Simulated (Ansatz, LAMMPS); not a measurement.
# Amorphous 79SiO2-21P2O5 (mol %) (108 atoms): relaxation and levels of theory

Which bonds does the relaxation leave, and how do the Kohn-Sham gap, forces and pressure change with functional?

Calculated with Ansatz 0.2.0: Kohn-Sham DFT, PBE, PAW (set soft_2), plane waves; cutoff 420 eV, Γ point, fermi-dirac smearing of 0.025 eV.

**The cell**

Density at the start: 2.27 g/cm³. The cell holds 108 atoms: 22 Si, 12 P and 74 O. Cell: a = 11.664 Å, b = 11.664 Å, c = 11.664 Å, α = 90.0°, β = 90.0°, γ = 90.0°. 108 atoms (22 Si, 12 P, 74 O) placed at random at 2.27 g/cm³, melted at 5000 K for 10 ps at fixed volume with the Morse and Coulomb pair potential with partial charges (Pedone, Malavasi, Menziani, Cormack and Segre, J. Phys. Chem. B 110, 11780 (2006)). Quenched from 5000 K to 300 K at 50 K/ps and fixed volume, held 5 ps, then minimised at fixed cell.

Cell and atoms were relaxed with PBE. The walk converged after 25 steps by the program's count, with a largest force component of 0.0328 eV/Å; it began at an r.m.s. force component of 1.2 eV/Å. The edges went from 11.664, 11.664, 11.664 to 11.536, 11.702, 11.304 Å, and the volume from 14.694 to 14.088 Å³ an atom (-4.1 %).

The input of the reference single point:

```yaml
crystal:
  lattice:
    - [11.52891, -0.30409, 0.26797]
    - [-0.30409, 11.69661, 0.17673]
    - [0.26797, 0.17673, 11.29979]
  atoms:
    - { symbol: Si, position: [0.33506, 0.22557, 0.39837] }
    - { symbol: Si, position: [0.83644, 0.82799, 0.80256] }
    - { symbol: Si, position: [0.20293, 0.52786, 0.2432] }
    - { symbol: Si, position: [0.37638, 0.96626, 0.45999] }
    [... 102 atom lines left out ...]
    - { symbol: O, position: [0.01396, 0.29664, 0.50262] }
    - { symbol: O, position: [0.71942, 0.47359, 0.04905] }
kpoints:
  mp_grid: { grid: [1, 1, 1] }
hamiltonian:
  xc: pbe
scf:
  occupations: { method: fermi_dirac, width: 0.025 }
output:
  forces: true
  stress: true
  populations: true
  dos:
    method: { smearing: { sigma: 0.08 } }
    de: 0.05
    projected: { site_lists: { O: [O], P: [P], Si: [Si] } }
  eigenvalues: true
  write_density: true
  write_potential: true
  volumetric_format: npy
```

**Bonds after relaxation**

Bonds by pair of elements; cutoffs follow the first minimum of g(r), held within bounds set by covalent radii, and pairs that aren't listed don't count as bonded:

| pair A-B | cutoff (Å) | bonds | mean length (Å) | spread (Å) | shortest (Å) | B about A | A about B |
| --- | --- | --- | --- | --- | --- | --- | --- |
| O-Si | 2.16 | 91 | 1.65 | 0.061 | 1.58 | 1.23 | 4.14 |
| O-P | 2.08 | 48 | 1.56 | 0.059 | 1.46 | 0.649 | 4 |

How many atoms have how many bonded neighbours:

| element | mean | 1 | 2 | 4 | 5 |
| --- | --- | --- | --- | --- | --- |
| O | 1.88 | 9 | 65 | 0 | 0 |
| P | 4 | 0 | 0 | 12 | 0 |
| Si | 4.14 | 0 | 0 | 19 | 3 |

**Levels of theory**

Single points at the relaxed geometry:

| functional | k-mesh | Kohn-Sham gap (eV) | pressure (GPa) | r.m.s. force component (eV/Å) | SCF cycles | time |
| --- | --- | --- | --- | --- | --- | --- |
| PBE | 1×1×1 | 3.751 | -0.02 | 0.008 | 9 | 25 s |
| HSE06 | 1×1×1 | 5.567 | -5.46 | 0.287 | 17 | 5.4 min |
| r2SCAN | 1×1×1 | 4.443 | -5.12 | 0.216 | 10 | 60 s |
| PBEsol | 1×1×1 | 3.729 | -2.64 | 0.076 | 10 | 23 s |

The gap is that between the highest filled and lowest empty Kohn-Sham level on the run's k-points. Cutoffs: 420 eV for PBE, HSE06 and PBEsol; 500 eV for r2SCAN. Times come from shared hosts and are rough.

**Findings**

By these cutoffs 88 % of O atoms have 2, 100 % of P atoms have 4 and 86 % of Si atoms have 4 neighbours. The Kohn-Sham gap is 3.75 eV with PBE on the 1×1×1 mesh. On the 1×1×1 mesh HSE06 changes the gap by +1.82 eV against PBE. On the reference's mesh the gap changes with r2SCAN by +0.69 eV and PBEsol by -0.02 eV. Against the reference the pressure changes with HSE06 by -5.4 GPa, r2SCAN by -5.1 GPa and PBEsol by -2.6 GPa; a negative change means a smaller volume than PBE would take.

Limits: All single points share the geometry relaxed with PBE. The volume changed by -4.1 % on relaxing; in so small a cell, on this mesh and at this cutoff, the relaxed density is rough. One sample; tail or defect levels can set the gap of a disordered cell. The quench rate of 50 K/ps is many orders above laboratory rates, so the cell is likely richer in defects and strain than a real sample. The network of bonds at the start is that of the classical potential that made the cell, and needn't be the one that DFT or experiment would give. In some runs the program notes that the exchange-correlation potential is rough where the density is thin, the exchange threshold is loose for the stress and the SCF threshold is loose for the stress.

[Logs are printed without paths, hosts, clocks, repeated set-up lines and the standing remarks that a program may print on its own settings, such as how far it seeks lower states.]

[Hosts, paths, dates, database ids (printed as entryN), source tags and the programs' standing remarks are cut or masked in the printed files.]
